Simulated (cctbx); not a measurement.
## Fe6Bi2P: as given, inverted or twinned?

Space group P-62m (no. 189), a = 6.4070 Å, b = 6.4070 Å, c = 3.8170 Å, α = 90.00°, β = 90.00°, γ = 120.00°.

```csv
atom,mult.,x,y,z,Ueq (Å²)
Bi1,2,1/3,2/3,0,0.0201
Fe1,3,0.2583,0,0,0.0402
Fe2,3,0,0.5993,1/2,0.0248
P1,1,0,0,1/2,0.0329
```

The model was made for the exercise: a known structure type with other elements put in, its volume estimated, not relaxed; displacement parameters are assumed.

Data sets are simulated with cctbx and refined with Bijvoet mates kept apart; Flack x is then fitted as the share of an inverted twin with the atoms fixed, Hooft y from the Bijvoet differences. The group is acentric but holds improper operations, so there is an absolute structure (orientation) and no hand.

Untwinned crystal. What Flack and Hooft values should come out?

```
  λ (Å)  extinction (unmodelled)  d min (Å)  top counts  error (%)     model      R1  Flack x   s.u.  Hooft y   s.u.  pairs
0.71073                        0       0.77       20000        1.5  as given  0.0045    0.003   0.01    0.007  0.007     53
0.71073                        0       0.77       20000        1.5  inverted  0.0566     1.01   0.02    1.022  0.008     53
1.54184                        0       0.83       40000        1.5  as given  0.0039   -0.004  0.017   -0.002  0.013     40
```

With Mo Kα, x is within 3 s.u. of 0, so the absolute structure is right. With Cu Kα, x is within 3 s.u. of 0, so the absolute structure is right. Inverting the model turns x into about 1 − x.

A further crystal gives:

```csv
λ (Å),extinction (unmodelled),d min (Å),top counts,error (%),model,R1,Flack x,s.u.,Hooft y,s.u.,pairs
0.71073,0,0.75,20000,3,as given,0.0305,0.515,0.014,0.513,0.011,56
```

**Question.** What is it?

It was simulated as an inversion twin with a fraction 0.5 of the inverted domain. Flack x is over 3 s.u. from both 0 and 1 and reads that fraction.

[Logs are printed without paths, hosts, clocks, repeated set-up lines and the standing remarks that a program may print on its own settings, such as how far it seeks lower states.]
